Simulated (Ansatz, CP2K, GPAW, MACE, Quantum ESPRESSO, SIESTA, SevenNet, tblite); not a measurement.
## (5,5) carbon nanotube bundle (80 atoms): runs against a plane-wave reference

The cell holds 80 atoms: 80 C. Its edges and angles: a = 10.081 Å, b = 10.081 Å, c = 9.840 Å, α = 90.0°, β = 90.0°, γ = 120.0°. It derives from C (graphene). Graphene sheet (a = 2.46 Å) rolled into a (5,5) tube of diameter 6.78 Å, 4 periods, hexagonal bundle with 3.3 Å between walls; not relaxed, displaced by a Gaussian of 0.02 Å. Then every atom was moved at random, 0.05 Å r.m.s. a Cartesian component.

Geometry: as built.

The reference, a calculation:

```
method                 : Kohn-Sham DFT, PBE, SSSP efficiency 1.3.0 pseudopotentials, plane waves (Quantum ESPRESSO 7.5); sssp-pbe-1.3.0-efficiency, cutoffs 45/360 Ry, Γ point
r.m.s. force component : 3.583 eV/Å
longest force          : 12.35 eV/Å
pressure               : 10.02 GPa
time                   : 2.4 min on 2 MPI ranks of Arm Neoverse V1, shared host
CPU time               : 4.9 min
```

Runs, in no order:
A. QE PBE, sssp-1.3.0-efficiency, 30/240 Ry: Kohn-Sham DFT, PBE, SSSP efficiency 1.3.0 pseudopotentials, plane waves
B. tblite GFN1-xTB: GFN1-xTB tight binding, diagonalisation
C. SIESTA PBE, DZP, shift 0.01 Ry, mesh 300 Ry: Kohn-Sham DFT, PBE, PseudoDojo 0.4.1 norm-conserving pseudopotentials (converted to PSML), numerical atomic orbitals (DZP), diagonalisation
D. QE PBE, gbrv-1.5, 40/200 Ry: Kohn-Sham DFT, PBE, GBRV 1.5 ultrasoft pseudopotentials, plane waves

Q: Order them from the smallest to the largest r.m.s. force difference.

D, A, B, C.

```tsv
run	Δ force, r.m.s. (meV/Å)	share of r.m.s. force (%)	CPU time
D. QE PBE, gbrv-1.5, 40/200 Ry	23.0	0.641	2.6 min
A. QE PBE, sssp-1.3.0-efficiency, 30/240 Ry	53.1	1.48	3 min
B. tblite GFN1-xTB	208	5.82	1.8 s
C. SIESTA PBE, DZP, shift 0.01 Ry, mesh 300 Ry	472	13.2	2.8 min
```

Periodic xTB results under one method name differ between programs and library versions. The electronic-structure runs sample only Γ, in a cell whose shortest periodic width is 9 Å.

[Logs are printed without paths, hosts, clocks, repeated set-up lines and the standing remarks that a program may print on its own settings, such as how far it seeks lower states.]

[Hosts, paths, dates, database ids (printed as entryN), source tags and the programs' standing remarks are cut or masked in the printed files.]
